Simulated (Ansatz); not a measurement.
# What SiHg2 (model cell, started as antifluorite) distorts into, part 2 of 2

Aim: this structure of SiHg2 (model cell, started as antifluorite) is to be tested for unstable modes, and one is followed downhill.

Ansatz 0.2.0; DFT PBEsol, scalar-relativistic, plane waves, PAW.

So far, highest frequency on the path or at a solved wavevector (cm⁻¹): step 2 (phonons on a q mesh) 215. Also lowest frequency on the path (cm⁻¹): step 2 -16.1.

The structure was built from a prototype and need not be the compound's stable phase.

### 4. The mode frozen in, largest atomic shift 0.22 Å

The atoms are moved along the unstable eigenvector, the largest shift by 0.22 Å, with the cell fixed.

Contents of input.yaml:

```yaml
crystal:
  lattice:
    - [0.0, 0.0, -6.4267212288]
    - [6.4267212288, 0.0, 0.0]
    - [3.2133606144, -6.4267212288, -3.2133606144]
  atoms:
    - { symbol: Si, position: [0.75, 0.25, 0.5] }
    - { symbol: Si, position: [0.25, 0.75, 0.5] }
    - { symbol: Si, position: [0.5, 0.5, 0.0] }
    - { symbol: Si, position: [0.0, 0.0, 0.0] }
    - { symbol: Hg, position: [0.625, 0.5907679255, 0.25] }
    - { symbol: Hg, position: [0.125, 0.1592320745, 0.25] }
    - { symbol: Hg, position: [0.4092320745, 0.875, 0.75] }
    - { symbol: Hg, position: [0.8407679255, 0.375, 0.75] }
    - { symbol: Hg, position: [0.3407679255, 0.375, 0.75] }
    - { symbol: Hg, position: [0.9092320745, 0.875, 0.75] }
    - { symbol: Hg, position: [0.125, 0.6592320745, 0.25] }
    - { symbol: Hg, position: [0.625, 0.0907679255, 0.25] }
kpoints:
  mp_grid: { grid: [6, 6, 6] }
hamiltonian:
  xc: pbesol
scf:
  occupations: { method: methfessel_paxton, width: 0.15 }
output:
  forces: true
  stress: true
  eigenvalues: true
```

Started as:

```sh
$ ansatz run input.yaml --threads 4 --pin off --max-ram 7168MiB --backend cpu --events-out ev --progress --plain --runs-dir out
```

Numbers of over 12 decimals in the logs are rounded to 6 here.

The log of the run:

```text
[...]
Crystal: 12 atoms, lattice volume = 265.441 Å³
Basis set: ecut = 420 eV, 5221 PW (Γ), exchange–correlation on 90×90×108 points (8 copies of the dense FFT grid, shifted against one another)
Bands: 106, of which v1, the nominal top of the filled ones, is band 88 counted from 1 (87 counted from 0)
Symmetry: 16 space group operations
[...]
k-points: 30 of 216
[...]
k-point 0: bands = [... 84 lower, 10.2636, 11.0461, 12.5515, 13.9414, 13.9414, 13.9827, 14.2594, 14.2870, ... 14 higher]
  k-point 1: bands = [... 84 lower, 10.4367, 11.1160, 12.1426, 13.0700, 13.1707, 13.1707, 13.7751, 13.7751, ... 14 higher]
  k-point 2: bands = [... 84 lower, 10.9012, 11.3123, 11.3398, 11.9137, 11.9137, 12.1343, 12.5750, 12.5750, ... 14 higher]
  k-point 29: bands = [... 84 lower, 12.4896, 12.4896, 12.6325, 12.6325, 13.1526, 13.1526, 13.4860, 13.4860, ... 14 higher]
[key lines of the parts left out:]
SCF converged after 7 iterations
Free energy (F): -111826.869162 eV
Fermi energy:    12.656147 eV
P = ⅓ Tr σ = 0.5309 GPa (5.309 kbar)
```

Wall time 16 s (4 threads of Arm Neoverse V1, shared host); peak memory 1.2 GiB.

This step gave:

```yaml
pressure: 0.5309 GPa
energy_from_the_undistorted_cell: -1.235 meV/atom
```

The energy, extrapolated to zero smearing, is -1.24 meV/atom against the undistorted cell.

The run ends at a pressure of 0.53 GPa, with forces up to 0.0052 eV/Å.

### 5. Energy along the mode, all amplitudes (two of the runs are shown above)

An imaginary frequency means negative curvature, so the energy should fall and then rise again as anharmonic terms take over.

This step gave:

```yaml
depth_at_the_lowest_point_sampled: 1.235 meV/atom
largest_atomic_shift_at_that_point: 0.22 Å
```

Table of energy from the parent by largest atomic shift:

```
largest atomic shift (Å)  energy from the parent (meV/atom)
                   0.000                                  0
                   0.040                             -0.078
                   0.080                             -0.297
                   0.140                             -0.771
                   0.220                              -1.24
                   0.320                             -0.995
                   0.450                               2.85
                   0.600                               14.9
```

Displacement at unit largest shift by atom:

```
atom  x (Å)  y (Å)  z (Å)  size
 Si1   0.00   0.00   0.00  0.00
 Si2   0.00   0.00   0.00  0.00
 Si3   0.00   0.00   0.00  0.00
 Si4   0.00   0.00   0.00  0.00
 Hg5  -1.00   0.00   0.00  1.00
 Hg6   1.00   0.00   0.00  1.00
 Hg7   0.00   0.00  -1.00  1.00
 Hg8   0.00   0.00   1.00  1.00
 Hg9   0.00   0.00   1.00  1.00
Hg10   0.00   0.00  -1.00  1.00
Hg11   1.00   0.00   0.00  1.00
Hg12  -1.00   0.00   0.00  1.00
```

The lowest of the steps tried is at 0.22 Å, 1.24 meV/atom below the parent; the bottom of the well need not coincide with a step.

### 6. Relaxing from the distorted cell

Starting from the lowest point found, all atoms and the cell are let go, so that strain and other modes of the same symmetry can join in.

input.yaml, as its differences from that of step 4:

```diff
@@ -28 +28,6 @@
   eigenvalues: true
+relax:
+  adjacent_minimum: "off"
+  f_tol: 0.002
+  max_steps: 120
+  cell: { stress_tol: 0.03 }
```

The log of the run:

```text
[...]
Crystal: 12 atoms, lattice volume = 265.441 Å³
Basis set: ecut = 420 eV, 5221 PW (Γ), exchange–correlation on 90×90×108 points (8 copies of the dense FFT grid, shifted against one another)
Bands: 106, of which v1, the nominal top of the filled ones, is band 88 counted from 1 (87 counted from 0)
Symmetry: 16 space group operations
[...]
k-points: 30 of 216
[...]
SCF iter   1: F=—  HF=-111826.890318 eV  |F-HF|=—  |Δ(HF+E_count)|=         —  Δρ=4.41e-3  dr2=7.73e-2  ethr=1.77e-3  ⟨swp⟩=6.8  Hψ=11545  notcnv=0  defer=28
[...]
SCF iter   7: F=-111826.869162 eV  HF=-111826.869162 eV  |F-HF|=1.31e-10  |Δ(HF+E_count)|=   1.34e-8  S|Δr|=    0.00e0  Δρ=6.34e-7  dr2=7.29e-10  ethr=1.75e-11  ⟨swp⟩=2.0  Hψ=10174  notcnv=0
SCF 1 converged in 7 iterations: F = -111826.869162 eV  dr2 = 7.29e-10
[...]
relax step   1: F+E_penalty+E_count = -111826.86916197 eV  Δ(F+E_penalty+E_count) = +0.000e0 eV  max|allowed force component| = 5.157e-3 eV/Å  Δτ_max = 0.0000 Å  P = +0.531 GPa  Ω = 265.441 Å³  (7 SCF iters, dr2 threshold 1.00e-7 eV, accepted)
Crystal: 12 atoms, lattice volume = 270.066 Å³
Basis set: ecut = 420 eV, 5293 PW (Γ), exchange–correlation on 90×90×108 points (8 copies of the dense FFT grid, shifted against one another)
[...]
SCF iter   5: F=-111826.869808 eV  HF=-111826.869808 eV  |F-HF|=6.15e-8  |Δ(HF+E_count)|=   4.19e-7  S|Δr|=    0.00e0  Δρ=7.26e-6  dr2=1.07e-7  ethr=4.42e-10  ⟨swp⟩=6.9  Hψ=13253  notcnv=0
SCF 2 converged in 5 iterations: F = -111826.869808 eV  dr2 = 1.07e-7
relax step   2: F+E_penalty+E_count = -111826.86980843 eV  Δ(F+E_penalty+E_count) = -6.465e-4 eV  max|allowed force component| = 1.982e-2 eV/Å  Δτ_max = 0.0129 Å  P = -0.485 GPa  Ω = 270.066 Å³  energy of the carried Pulay correction = -1.033e-3 eV  (5 SCF iters, dr2 threshold 7.78e-7 eV, accepted)
Crystal: 12 atoms, lattice volume = 268.108 Å³
[...]
SCF iter   1: F=—  HF=-111826.873830 eV  |F-HF|=—  |Δ(HF+E_count)|=         —  Δρ=5.07e-4  dr2=1.25e-3  ethr=3.59e-7  ⟨swp⟩=2.8  Hψ=13163  notcnv=0
eigensolver tolerance schedule calibrated: the retry pair's looser diagonalisation under-reported the residual by θ = 0.49 (0.13/decade); ethr = c·dr2/N_el runs at the constant in force after the calibration composes with the one it found (an armed cap, an earlier calibration), c = 6.4e-2
[...]
SCF iter   2: F=—  HF=-111826.873520 eV  |F-HF|=—  |Δ(HF+E_count)|=   3.10e-4  S|Δr|=    0.00e0  Δρ=4.19e-4  dr2=4.49e-4  ethr=3.59e-7  ⟨swp⟩=2.0  Hψ=5593  notcnv=0
[...]
SCF iter   4: F=-111826.873220 eV  HF=-111826.873220 eV  |F-HF|=1.46e-7  |Δ(HF+E_count)|=   6.54e-6  S|Δr|=    0.00e0  Δρ=9.43e-6  dr2=2.41e-7  ethr=2.18e-10  ⟨swp⟩=4.8  Hψ=14819  notcnv=0
SCF 3 converged in 4 iterations: F = -111826.873220 eV  dr2 = 2.41e-7
relax step   3: F+E_penalty+E_count = -111826.87322011 eV  Δ(F+E_penalty+E_count) = -3.412e-3 eV  max|allowed force component| = 1.321e-2 eV/Å  Δτ_max = 0.0026 Å  P = -0.057 GPa  Ω = 268.108 Å³  energy of the carried Pulay correction = -5.980e-4 eV  (4 SCF iters, dr2 threshold 6.04e-7 eV, accepted)
[... from here on, the SCF cycles and remarks between the steps are left out ...]
relax step   4: F+E_penalty+E_count = -111826.87457702 eV  Δ(F+E_penalty+E_count) = -1.357e-3 eV  max|allowed force component| = 1.196e-2 eV/Å  Δτ_max = 0.0136 Å  P = -0.005 GPa  Ω = 268.159 Å³  energy of the carried Pulay correction = -6.094e-4 eV  (5 SCF iters, dr2 threshold 1.09e-8 eV, accepted)
relax step   5: F+E_penalty+E_count = -111826.88008507 eV  Δ(F+E_penalty+E_count) = -5.508e-3 eV  max|allowed force component| = 8.571e-3 eV/Å  Δτ_max = 0.0673 Å  P = +0.025 GPa  Ω = 269.637 Å³  energy of the carried Pulay correction = -9.384e-4 eV  (6 SCF iters, dr2 threshold 8.94e-9 eV, accepted)
relax step   6: F+E_penalty+E_count = -111826.86824772 eV  Δ(F+E_penalty+E_count) = +1.184e-2 eV  max|allowed force component| = 3.494e-2 eV/Å  Δτ_max = 0.1950 Å  P = +0.682 GPa  Ω = 274.278 Å³  energy of the carried Pulay correction = -1.959e-3 eV  (7 SCF iters, dr2 threshold 5.03e-9 eV, rejected (line search))
relax step   7: F+E_penalty+E_count = -111826.88148239 eV  Δ(F+E_penalty+E_count) = -1.397e-3 eV  max|allowed force component| = 5.754e-3 eV/Å  Δτ_max = 0.0491 Å  P = +0.013 GPa  Ω = 271.266 Å³  energy of the carried Pulay correction = -1.299e-3 eV  (8 SCF iters, accepted)
relax step   8: F+E_penalty+E_count = -111826.88186191 eV  Δ(F+E_penalty+E_count) = -3.795e-4 eV  max|allowed force component| = 5.581e-3 eV/Å  Δτ_max = 0.0591 Å  P = +0.020 GPa  Ω = 273.286 Å³  energy of the carried Pulay correction = -1.742e-3 eV  (6 SCF iters, dr2 threshold 8.39e-8 eV, accepted)
relax step   9: F+E_penalty+E_count = -111826.88259632 eV  Δ(F+E_penalty+E_count) = -7.344e-4 eV  max|allowed force component| = 2.204e-3 eV/Å  Δτ_max = 0.0193 Å  P = -0.005 GPa  Ω = 272.640 Å³  energy of the carried Pulay correction = -1.601e-3 eV  (6 SCF iters, dr2 threshold 4.98e-9 eV, accepted)
relax step  10: F+E_penalty+E_count = -111826.88284040 eV  Δ(F+E_penalty+E_count) = -2.441e-4 eV  max|allowed force component| = 1.551e-3 eV/Å  Δτ_max = 0.0234 Å  P = +0.111 GPa  Ω = 271.296 Å³  energy of the carried Pulay correction = -1.305e-3 eV  (7 SCF iters, dr2 threshold 3.04e-10 eV, rejected (line search))
relax step  11: F+E_penalty+E_count = -111826.88282860 eV  Δ(F+E_penalty+E_count) = -2.323e-4 eV  max|allowed force component| = 9.007e-4 eV/Å  Δτ_max = 0.0102 Å  P = +0.001 GPa  Ω = 272.244 Å³  energy of the carried Pulay correction = -1.514e-3 eV  (7 SCF iters, accepted)
relax step  12: F+E_penalty+E_count = -111826.88288703 eV  Δ(F+E_penalty+E_count) = -5.843e-5 eV  max|allowed force component| = 3.484e-4 eV/Å  Δτ_max = 0.0062 Å  P = -0.007 GPa  Ω = 272.061 Å³  energy of the carried Pulay correction = -1.474e-3 eV  (7 SCF iters, accepted)
[...]
SCF iter   6: F=-111826.884337 eV  HF=-111826.884337 eV  |F-HF|=4.37e-11  |Δ(HF+E_count)|=  5.82e-11  S|Δr|=    0.00e0  Δρ=5.80e-8  dr2=8.87e-12  ethr=1.00e-12  ⟨swp⟩=6.0  Hψ=11796  notcnv=0
SCF 13 converged in 6 iterations: F = -111826.884337 eV  dr2 = 8.87e-12
relax step  13: F+E_penalty+E_count = -111826.88433723 eV  Δ(F+E_penalty+E_count) = -1.450e-3 eV  max|allowed force component| = 3.589e-4 eV/Å  Δτ_max = 0.0000 Å  P = -0.008 GPa  Ω = 272.061 Å³  stress off target by 1.02e-2 GPa  SCF on the basis re-selected at this cell (its energy is not comparable with the rows above)  (6 SCF iters)
basis re-selected at this cell: Δ(F+E_penalty+E_count) = -1.450e-3 eV, ΔP = -0.002 GPa vs the last step (what re-selecting the basis moved, of the pressure what is left beyond the Pulay correction that the steps carried, after the strain that the cell walked since its last selection, with what the two solves' SCF thresholds leave and, on support functions, any second-order correction that the steps lacked; it is no m [...]
SCF converged after 6 iterations
[...]
Free energy (F): -111826.884337 eV
[...]
Internal energy: -111826.886749 eV  (E = F + TS)
E sigma→0 (E₀):  -111826.884940 eV
Entropy (-TS):   0.002412 eV (0.201 meV/atom)
Fermi energy:    12.184995 eV
[...]
--- Forces (eV/Å), atoms counted from 1 ---
  atom   1  Si     0.00000000    -0.00000000     0.00000000
  atom   2  Si     0.00000000    -0.00000000    -0.00000000
  atom   3  Si    -0.00000000    -0.00000000     0.00000000
  atom   4  Si    -0.00000000     0.00000000    -0.00000000
  atom   5  Hg    -0.00035890    -0.00000000     0.00000000
  atom   6  Hg     0.00035890     0.00000000     0.00000000
  atom   7  Hg    -0.00000000     0.00000000    -0.00035890
  atom   8  Hg     0.00000000     0.00000000     0.00035890
  atom   9  Hg     0.00000000    -0.00000000     0.00035890
  atom  10  Hg    -0.00000000     0.00000000    -0.00035890
  atom  11  Hg     0.00035890     0.00000000    -0.00000000
  atom  12  Hg    -0.00035890    -0.00000000    -0.00000000
  max |Σ_I F_I| component: 1.60e-17 eV/Å
--- Stress (GPa, compression-positive) ---
       -0.010248      -0.000000      -0.000000
       -0.000000      -0.004851       0.000000
       -0.000000       0.000000      -0.010248
  P = ⅓ Tr σ = -0.0084 GPa (-0.084 kbar)
--- Band table (eV; the first three rows and the last of 30) ---
  k-point 0: bands = [... 84 lower, 9.9260, 10.8947, 12.2647, 13.2551, 13.2551, 13.3321, 13.5849, 13.8273, ... 14 higher]
  k-point 1: bands = [... 84 lower, 10.0872, 10.9730, 11.7427, 12.5612, 12.5612, 12.6449, 13.5148, 13.5148, ... 14 higher]
  k-point 2: bands = [... 84 lower, 10.4964, 10.8672, 11.1667, 11.4351, 11.4351, 11.7396, 12.3108, 12.3108, ... 14 higher]
  k-point 29: bands = [... 84 lower, 11.9501, 11.9501, 12.0707, 12.0707, 12.8042, 12.8042, 13.1694, 13.1694, ... 14 higher]
--- Relaxed structure (12 steps of the walk, 10 accepted, 1 SCFs on fresh bases) ---
  F+E_penalty+E_count = -111826.88433723 eV   max|allowed force component| = 3.589e-4 eV/Å   (the final SCF, on the basis selected at the relaxed cell)
  cell:  # Å, volume = 272.0610 Å³
    - [0.0, 0.0, -6.492026]
    - [6.492026, 0.0, 0.0]
    - [3.246013, -6.455143, -3.246013]
  atoms:
    - { symbol: Si, position: [0.750000, 0.250000, 0.5] }
    - { symbol: Si, position: [0.250000, 0.750000, 0.5] }
    - { symbol: Si, position: [0.500000, 0.500000, 0] }
    - { symbol: Si, position: [1.3496178021562586e-19, 3.5989808057500226e-19, 0] }
    - { symbol: Hg, position: [0.625000, 0.565291, 0.25] }
    - { symbol: Hg, position: [0.125000, 0.184709, 0.25] }
    - { symbol: Hg, position: [0.434709, 0.875000, 0.750000] }
    - { symbol: Hg, position: [0.815291, 0.375000, 0.750000] }
    - { symbol: Hg, position: [0.315291, 0.375000, 0.750000] }
    - { symbol: Hg, position: [0.934709, 0.875000, 0.750000] }
    - { symbol: Hg, position: [0.125000, 0.684709, 0.25] }
    - { symbol: Hg, position: [0.625000, 0.065291, 0.25] }
```

Elapsed: 3.5 min, on 4 threads; peak memory 1.2 GiB; 14 min of CPU time.

The steps of the relaxation:

```
step  energy less that of the first step (eV)  largest force component (eV/Å)  pressure (GPa)  volume (Å³)
   1                                   0.0000                          0.0052            0.53       265.44
   2                                  -0.0006                          0.0198           -0.49       270.07
   3                                  -0.0041                          0.0132           -0.06       268.11
   4                                  -0.0054                          0.0120            0.00       268.16
   5                                  -0.0109                          0.0086            0.03       269.64
   6                                   0.0009                          0.0349            0.68       274.28
   7                                  -0.0123                          0.0058            0.01       271.27
   8                                  -0.0127                          0.0056            0.02       273.29
   9                                  -0.0134                          0.0022           -0.01       272.64
  10                                  -0.0137                          0.0016            0.11       271.30
  11                                  -0.0137                          0.0009            0.00       272.24
  12                                  -0.0137                          0.0003           -0.01       272.06
 13*                                  -0.0152                          0.0004           -0.01       272.06
```

Relaxation steps marked * repeat the geometry before them on a plane-wave basis chosen anew for their cell, so energy and pressure can jump there. Relaxation steps 6, 10 were tried and not accepted.

The run keeps the 16 symmetry operations that it works with, so distortions that break them were not tested.

| conventional cell, symmetrised | before | after | change |
| --- | --- | --- | --- |
| a (Å) | 6.427 | 6.492 | +1.0 % |
| b (Å) | 6.427 | 6.492 | +1.0 % |
| c (Å) | 12.853 | 12.910 | +0.4 % |
| volume (Å³/atom) | 22.12 | 22.67 | +2.5 % |

The atoms that moved most (Å, as changes of fractional coordinates times the final cell):

```
atom      dx     dy      dz  length
Hg12  -0.165  0.000   0.000   0.165
 Hg8   0.000  0.000   0.165   0.165
 Hg7   0.000  0.000  -0.165   0.165
Hg11   0.165  0.000   0.000   0.165
 Hg5  -0.165  0.000   0.000   0.165
 Hg6   0.165  0.000   0.000   0.165
 Hg9   0.000  0.000   0.165   0.165
Hg10   0.000  0.000  -0.165   0.165
```

The relaxed structure:

```
Si Hg
1.0
     0.00000    0.00000   -6.49203
     6.49203    0.00000    0.00000
     3.24601   -6.45514   -3.24601
Si Hg
4 8
Direct
  0.75000 0.25000 0.50000
  0.25000 0.75000 0.50000
  0.50000 0.50000 0.00000
  0.00000 0.00000 0.00000
  0.62500 0.56529 0.25000
  0.12500 0.18471 0.25000
  0.43471 0.87500 0.75000
  0.81529 0.37500 0.75000
  0.31529 0.37500 0.75000
  0.93471 0.87500 0.75000
  0.12500 0.68471 0.25000
  0.62500 0.06529 0.25000
```

This step gave:

```yaml
pressure: -0.008449 GPa
volume_per_atom: 22.67 Å³
```

The distorted start has space group I4_1/acd; the relaxation ends in I4_1/acd.

### 7. Results

```
unstable mode of the parent                                                      : q = (0.25, -0.5, -0.25), 15i cm⁻¹
depth at the lowest point sampled                                                : 1.24 meV/atom
largest atomic shift at that point                                               : 0.22 Å
space group reached (within 0.01 Å)                                              : I4_1/acd
energy gained over the parent (first relaxation, on the mesh of the frozen mode) : 2.52 meV/atom
volume per atom, phase reached                                                   : 22.7 Å³
```

In words: Along this mode the structure falls into I4_1/acd, 2.52 meV/atom below the parent. At the parent's cell the well is 1.235 meV/atom deep on the steps tried, with its lowest point at a shift of 0.22 Å. Relaxing atoms and cell changes the gain by +1.28 meV/atom against the lowest step (energies at zero smearing). The modes of the phase reached were not computed on this path. Each path keeps the symmetry of its pattern, so a lower phase may lie along a pattern not tried. With no gap, or one that is small against the smearing, the frequencies hang on the k mesh and the smearing, most of all near Kohn anomalies. Spin-orbit coupling is left out, which can matter for the heavy elements here. The starting cell was built on a prototype and not taken from a measurement, so the phase need not exist.

[Logs are printed without paths, hosts, clocks, repeated set-up lines and the standing remarks that a program may print on its own settings, such as how far it seeks lower states.]

[Hosts, paths, dates, database ids (printed as entryN), source tags and the programs' standing remarks are cut or masked in the printed files.]
